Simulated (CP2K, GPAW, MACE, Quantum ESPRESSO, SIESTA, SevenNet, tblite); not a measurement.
# Twisted graphene bilayer, 46.83° (76 atoms) in CP2K, part 2 of 2

Aim: run twisted graphene bilayer, 46.83° (76 atoms) in CP2K and see how near its forces come to a plane-wave reference, and at what cost.

Program: CP2K 2026.2; the method stands at each step. Banners, paths, timers and routine set-up lines are dropped from the logs unmarked, and long logs keep their key lines alone; longer cuts are marked.

So far. Step 3 (PBE, TZV2P-MOLOPT, 450/50 Ry, diagonalisation): Against the first run (1.8 %), the force difference from the reference is 0.62 %, at 7.9 times the CPU time, with 1672 basis functions against 988; this set comes with other potentials too, so the change isn't the basis's alone.

## (5) PBE, DZVP-UZH, 450/30 Ry, diagonalisation

Method: Kohn-Sham DFT, PBE, GTH-PBE pseudopotentials, Gaussian and plane waves, DZVP-MOLOPT (UZH set), diagonalisation.

input.inp

```
&GLOBAL
  PROJECT cell
  RUN_TYPE ENERGY_FORCE
  PRINT_LEVEL LOW
&END GLOBAL
&FORCE_EVAL
  METHOD QS
  &DFT
    BASIS_SET_FILE_NAME BASIS_MOLOPT_UZH
    POTENTIAL_FILE_NAME POTENTIAL_UZH
    &MGRID
      CUTOFF 450
      REL_CUTOFF 30
    &END MGRID
    &QS
      EPS_DEFAULT 1.0E-12
    &END QS
    &SCF
      SCF_GUESS ATOMIC
      EPS_SCF 5.0E-06
      MAX_SCF 200
      ADDED_MOS 34
      &DIAGONALIZATION
        ALGORITHM STANDARD
      &END DIAGONALIZATION
      &SMEAR ON
        METHOD FERMI_DIRAC
        ELECTRONIC_TEMPERATURE [K] 580
      &END SMEAR
      &MIXING
        METHOD BROYDEN_MIXING
        ALPHA 0.2
        NBROYDEN 12
        BETA 0.05
      &END MIXING
      &PRINT
        &RESTART OFF
        &END RESTART
      &END PRINT
    &END SCF
    &XC
      &XC_FUNCTIONAL PBE
      &END XC_FUNCTIONAL
    &END XC
    &PRINT
      &MULLIKEN ON
      &END MULLIKEN
      &HIRSHFELD ON
        SHAPE_FUNCTION DENSITY
      &END HIRSHFELD
      &MO ON
        EIGENVALUES T
        OCCUPATION_NUMBERS T
        MO_INDEX_RANGE 141 164
        &EACH
          QS_SCF 0
        &END EACH
        ADD_LAST NUMERIC
      &END MO
    &END PRINT
  &END DFT
  &SUBSYS
    &CELL
      A 10.72290 0.00000 0.00000
      B -5.36145 9.28630 0.00000
      C 0.00000 0.00000 17.43000
    &END CELL
    &COORD
      C -2.26082 7.17942 7.00198
      C -1.42507 6.04260 7.02568
      C 2.82827 0.30961 7.01540
      C -1.71872 8.46437 7.03789
      C 0.60799 1.31643 7.02690
      C 1.39167 0.19771 6.99379
      C 0.26271 3.74888 7.03056
      C 1.16461 2.61725 7.00181
      C 0.03871 6.18579 7.00599
      C 0.86512 5.08351 7.01714
      C -0.25644 8.65010 7.00215
      C 0.54338 7.48039 7.02812
      C 2.55226 2.75822 7.00337
      C 3.41481 1.61507 7.00616
      C 2.24725 5.20525 7.00442
      C 3.08943 4.07882 6.99971
      C 1.96679 7.65934 6.99030
      C 2.82012 6.50505 7.01505
      C 7.06698 0.80930 7.01558
      C 2.52814 8.98190 7.04381
[... 52 atom lines left out ...]
      C 8.21245 2.77735 10.39612
      C 7.59755 4.10167 10.41983
      C 6.48349 6.67276 10.42000
      C 5.93727 7.97489 10.39316
    &END COORD
    &KIND C
      BASIS_SET DZVP-MOLOPT-PBE-GTH-q4
      POTENTIAL GTH-PBE-q4
    &END KIND
  &END SUBSYS
  &PRINT
    &FORCES ON
    &END FORCES
  &END PRINT
&END FORCE_EVAL
```

Started as:

```console
> OMP_NUM_THREADS=1 mpirun -np 4 cp2k.psmp -i input.inp > output.txt
```

Numbers of over 12 decimals in the logs are rounded to 6 here.

The program printed:

```text
CP2K| version string:                                       CP2K version 2026.2
 CP2K| Input file name                                                 input.inp
 GLOBAL| Basis set file name                                    BASIS_MOLOPT_UZH
 GLOBAL| Potential file name                                       POTENTIAL_UZH
 GLOBAL| Run type                                                   ENERGY_FORCE
 GLOBAL| Total number of message passing processes                             4
 GLOBAL| Number of threads for this process                                    1
[... lines left out ...]
                        Smear method:                                FERMI_DIRAC
[... lines left out ...]
 Number of electrons:                                                        304
[... lines left out ...]
  Step     Update method      Time    Convergence         Total energy    Change
[... lines left out ...]
  *** SCF run converged in    12 steps ***
[... lines left out ...]
  Fermi energy:                                                -0.00807109
  Total energy:                                              -432.797483
  Total energy (extrapolated to T->0):                       -432.797483
[... lines left out ...]
 MO| E(Fermi):           -0.008071 a.u.         -0.219625 eV
[... lines left out ...]
                           Hirshfeld Charges
  #Atom  Element  Kind  Ref Charge     Population                    Net charge
      1       C      1       4.000          4.003                        -0.003
      2       C      1       4.000          3.999                         0.001
      3       C      1       4.000          4.000                         0.000
[...]
75       C      1       4.000          3.999                         0.001
     76       C      1       4.000          3.997                         0.003
  Total Charge                                                            0.000
 !-----------------------------------------------------------------------------!
 ENERGY| Total FORCE_EVAL ( QS ) energy [hartree]           -432.797606
 FORCES| Atomic forces [hartree/bohr]
 FORCES|   Atom     x               y               z               |f|
 FORCES|      1 -1.97254192E-02 -1.32296347E-02  5.74496471E-03   2.44360393E-02
 FORCES|      2  2.64505528E-02 -1.04016042E-02 -6.22006171E-03   2.90949185E-02
 FORCES|      3 -1.84860272E-02  2.04526981E-02 -3.34320090E-03   2.77709030E-02
[...]
FORCES|     75  2.09548495E-02  1.19650968E-02 -6.14858321E-03   2.49012918E-02
 FORCES|     76 -1.66249909E-02  1.76911858E-02  1.79057869E-02   3.01659673E-02
 FORCES| Sum    -4.93485881E-05 -1.25807882E-05  2.03820518E-05
 FORCES| Total atomic force                                       5.48542379E-05
```

The job ended after 60 s (4 MPI ranks of Arm Neoverse V1, shared host; peak memory 4.7 GiB).

Against the reference:

```
r.m.s. force component                          : 1.229 eV/Å
r.m.s. difference of force components           : 21.29 meV/Å
longest difference of force vectors             : 80.18 meV/Å
force difference over r.m.s. force              : 1.759 %
slope of forces against the reference's         : 1.016
correlation of force components                 : 1
energy less the same-level run's                : -0.049 meV/atom
r.m.s. force difference from the same-level run : 0.431 meV/Å
```

This is a coarse setting, run to see what it loses.

Against the first run (1.8 %), the force difference from the reference is 1.8 %, at 0.94 times the CPU time: the change moves forces by 0.43 meV/Å r.m.s., so most of the difference comes from elsewhere.

## (6) PBE, DZVP-UZH, 225/50 Ry, diagonalisation

Method: Kohn-Sham DFT, PBE, GTH-PBE pseudopotentials, Gaussian and plane waves, DZVP-MOLOPT (UZH set), diagonalisation.

Changes to input.inp since step 5:

```diff
@@ -11,4 +11,4 @@
     &MGRID
-      CUTOFF 450
-      REL_CUTOFF 30
+      CUTOFF 225
+      REL_CUTOFF 50
     &END MGRID
@@ -68,2 +68,3 @@
     &COORD
+      SCALED
 [... 76 atom lines left out: the same atoms as in the first run ...]
```

Started as:

```console
> OMP_NUM_THREADS=2 cp2k.psmp -i input.inp > output.txt
```

The program printed:

```text
CP2K| version string:                                       CP2K version 2026.2
 CP2K| Input file name                                                 input.inp
 GLOBAL| Basis set file name                                    BASIS_MOLOPT_UZH
 GLOBAL| Potential file name                                       POTENTIAL_UZH
[... lines left out ...]
                        Smear method:                                FERMI_DIRAC
[... lines left out ...]
 Number of electrons:                                                        304
[... lines left out ...]
  Step     Update method      Time    Convergence         Total energy    Change
[... lines left out ...]
  *** SCF run converged in    12 steps ***
[... lines left out ...]
  Fermi energy:                                                -0.00806269
  Total energy:                                              -432.796960
  Total energy (extrapolated to T->0):                       -432.796960
[... lines left out ...]
 MO| E(Fermi):           -0.008063 a.u.         -0.219397 eV
[... lines left out ...]
     76       C      1       4.000          3.997                         0.003
  Total Charge                                                           -0.000
 !-----------------------------------------------------------------------------!
 ENERGY| Total FORCE_EVAL ( QS ) energy [hartree]           -432.797082
 FORCES| Atomic forces [hartree/bohr]
 FORCES|   Atom     x               y               z               |f|
 FORCES|      1 -1.99105064E-02 -1.33611024E-02  5.11341798E-03   2.45172259E-02
 FORCES|      2  2.58168191E-02 -1.06051060E-02 -6.24477235E-03   2.86002379E-02
 FORCES|      3 -1.82628651E-02  1.98538629E-02 -3.69912346E-03   2.72285076E-02
[...]
FORCES|     75  2.08220793E-02  1.21311579E-02 -5.63690771E-03   2.47487112E-02
 FORCES|     76 -1.70612802E-02  1.78497608E-02  1.75673556E-02   3.03036834E-02
 FORCES| Sum     2.02498610E-03 -2.71019001E-03 -2.42642667E-03
 FORCES| Total atomic force                                       4.16332139E-03
```

Run time: 1.8 min. Hardware: 2 threads; peak memory 1.3 GiB.

Against the reference:

- r.m.s. force component: 1.228 eV/Å
- r.m.s. difference of force components: 29.61 meV/Å
- longest difference of force vectors: 89.97 meV/Å
- force difference over r.m.s. force: 2.447 %
- slope of forces against the reference's: 1.015
- correlation of force components: 0.9998
- energy less the same-level run's: 0.1385 meV/atom
- r.m.s. force difference from the same-level run: 18.74 meV/Å

This is a coarse setting, run to see what it loses.

Against the first run (1.8 %), the force difference from the reference is 2.4 %, at 0.80 times the CPU time (on 2 against 4 cores): the grid matters here.

## (7) LDA, DZVP-MOLOPT-SR, 450/50 Ry, diagonalisation

Method: Kohn-Sham DFT, LDA, GTH-PADE pseudopotentials, Gaussian and plane waves, DZVP-MOLOPT-SR-GTH, diagonalisation.

Changes to input.inp since step 6:

```diff
@@ -8,6 +8,6 @@
   &DFT
-    BASIS_SET_FILE_NAME BASIS_MOLOPT_UZH
-    POTENTIAL_FILE_NAME POTENTIAL_UZH
+    BASIS_SET_FILE_NAME BASIS_MOLOPT
+    POTENTIAL_FILE_NAME GTH_POTENTIALS
     &MGRID
-      CUTOFF 225
+      CUTOFF 450
       REL_CUTOFF 50
@@ -41,3 +41,3 @@
     &XC
-      &XC_FUNCTIONAL PBE
+      &XC_FUNCTIONAL PADE
       &END XC_FUNCTIONAL
@@ -72,4 +72,4 @@
     &KIND C
-      BASIS_SET DZVP-MOLOPT-PBE-GTH-q4
-      POTENTIAL GTH-PBE-q4
+      BASIS_SET DZVP-MOLOPT-SR-GTH-q4
+      POTENTIAL GTH-PADE-q4
     &END KIND
```

The program printed:

```text
CP2K| version string:                                       CP2K version 2026.2
 CP2K| Input file name                                                 input.inp
 GLOBAL| Basis set file name                                        BASIS_MOLOPT
 GLOBAL| Potential file name                                      GTH_POTENTIALS
 GLOBAL| Run type                                                   ENERGY_FORCE
 GLOBAL| Total number of message passing processes                             1
 GLOBAL| Number of threads for this process                                    2
[... lines left out ...]
                        Smear method:                                FERMI_DIRAC
[... lines left out ...]
 Number of electrons:                                                        304
[... lines left out ...]
  Step     Update method      Time    Convergence         Total energy    Change
[... lines left out ...]
  *** SCF run converged in    12 steps ***
[... lines left out ...]
  Fermi energy:                                                -0.020326
  Total energy:                                              -434.028101
  Total energy (extrapolated to T->0):                       -434.028101
[... lines left out ...]
 MO| E(Fermi):           -0.020326 a.u.         -0.553091 eV
[... lines left out ...]
                           Hirshfeld Charges
  #Atom  Element  Kind  Ref Charge     Population                    Net charge
      1       C      1       4.000          4.003                        -0.003
      2       C      1       4.000          3.999                         0.001
      3       C      1       4.000          4.000                         0.000
[...]
75       C      1       4.000          4.000                         0.000
     76       C      1       4.000          3.997                         0.003
  Total Charge                                                           -0.000
 !-----------------------------------------------------------------------------!
 ENERGY| Total FORCE_EVAL ( QS ) energy [hartree]           -434.028175
 FORCES| Atomic forces [hartree/bohr]
 FORCES|   Atom     x               y               z               |f|
 FORCES|      1 -1.92357851E-02 -1.30438997E-02  7.44957022E-03   2.44060412E-02
 FORCES|      2  2.56840899E-02 -1.01728097E-02 -5.16520805E-03   2.81040550E-02
 FORCES|      3 -1.80303173E-02  2.00829881E-02 -2.13704865E-03   2.70737092E-02
[...]
FORCES|     75  2.04096098E-02  1.19174572E-02 -7.83340135E-03   2.48985971E-02
 FORCES|     76 -1.63012832E-02  1.72637680E-02  1.73732537E-02   2.94210717E-02
 FORCES| Sum    -5.70432380E-05  2.35872894E-06 -3.53380306E-05
 FORCES| Total atomic force                                       6.71436595E-05
```

Elapsed: 85 s, on 2 threads; peak memory 3.5 GiB.

Compared with the plane-wave run:

| Property | Result |
| --- | --- |
| r.m.s. force component | 1.205 eV/Å |
| r.m.s. difference of force components | 39.13 meV/Å |
| longest difference of force vectors | 112.7 meV/Å |
| force difference over r.m.s. force | 3.233 % |
| slope of forces against the reference's | 0.9954 |
| correlation of force components | 0.9995 |

Against the first run (1.8 %), the force difference from the reference is 3.2 %, at 0.62 times the CPU time (on 2 against 4 cores); the model has changed, so this is no error of the program alone.

## (8) Side by side

Differences are against the plane-wave reference, forces as r.m.s. over components; share is that over the reference's r.m.s. force, slope the least-squares factor from reference forces to these. Total energies of different programs have different zeros and aren't compared.

```
                                                    run  Δ force, r.m.s. (meV/Å)  share (%)  slope  cores  CPU time  memory (GiB)
                                              reference                        -          -      -      4   8.3 min           3.5
         CP2K PBE, DZVP-UZH, 450/50 Ry, diagonalisation                     21.2       1.75  1.016      4   4.3 min           4.7
     CP2K PBE, TZV2P-MOLOPT, 450/50 Ry, diagonalisation                     7.55      0.624  1.000      4    33 min           5.0
        CP2K PBE, TZV2P-UZH, 450/50 Ry, diagonalisation                     6.31      0.521  1.000      4    13 min           5.3
CP2K PBE, DZVP-UZH, 450/30 Ry, diagonalisation (coarse)                     21.3       1.76  1.016      4     4 min           4.7
CP2K PBE, DZVP-UZH, 225/50 Ry, diagonalisation (coarse)                     29.6       2.45  1.015      2   3.4 min           1.3
   CP2K LDA, DZVP-MOLOPT-SR, 450/50 Ry, diagonalisation                     39.1       3.23  0.995      2   2.6 min           3.5
```

Rows marked coarse were listed beforehand as settings not expected to be converged; some can still land near the reference.

CPU time is summed over cores on a shared host, where runs went side by side, so it is rough. Symmetry, cutoffs, thresholds, outputs and thread counts weren't matched or tuned between programs; memory under MPI is the largest rank's times the ranks.

Within one program, basis, potentials and functional, energies share a zero. Each run against its twin at the usual cutoff or grid and solver:

```
                                           run                                  twin  Δ energy (meV/atom)  Δ force, r.m.s. (meV/Å)         CPU time over the twin's
CP2K PBE, DZVP-UZH, 450/30 Ry, diagonalisation  DZVP-UZH, 450/50 Ry, diagonalisation               -0.049                    0.431                             0.94
CP2K PBE, DZVP-UZH, 225/50 Ry, diagonalisation  DZVP-UZH, 450/50 Ry, diagonalisation                0.139                     18.7  0.80 (this twin ran on 4 cores)
```

## (9) Results

```yaml
nearest_in_forces: CP2K PBE, TZV2P-UZH, 450/50 Ry, diagonalisation, 0.52 %
its_cpu_time: 13 min
```

The PBE runs in local orbitals, coarse settings apart, differ by 0.52 % (CP2K PBE, TZV2P-UZH, 450/50 Ry, diagonalisation) to 1.8 % (CP2K PBE, DZVP-UZH, 450/50 Ry, diagonalisation); basis, grid and potentials can all enter. Rows with another functional or a dispersion term differ by 3.2 % (CP2K LDA, DZVP-MOLOPT-SR, 450/50 Ry, diagonalisation), which mixes the change of model with differences of basis and potentials. Runs with settings chosen to be coarse differ by 1.8 % (CP2K PBE, DZVP-UZH, 450/30 Ry, diagonalisation) to 2.4 % (CP2K PBE, DZVP-UZH, 225/50 Ry, diagonalisation), their programs' other errors included. Of the electronic-structure runs that take under half the reference's CPU time, CP2K PBE, DZVP-UZH, 450/30 Ry, diagonalisation comes nearest, at 1.8 % in 4 min against 8.3 min. The reference's PBE has no dispersion term, which matters for the binding between molecules or layers. One k-point is far too coarse for the carbon or group-IV sheet, and it can put spurious forces of up to about 1 eV/Å on the sheet's atoms. The electronic-structure runs sample only Γ, in a cell whose shortest periodic width is 9 Å.

[Also dropped from logs without a mark: logging warnings of Python, and SIESTA's first energy breakdown and zero terms.]

[Logs are printed without paths, hosts, clocks, repeated set-up lines and the standing remarks that a program may print on its own settings, such as how far it seeks lower states.]

[Hosts, paths, dates, database ids (printed as entryN), source tags and the programs' standing remarks are cut or masked in the printed files.]
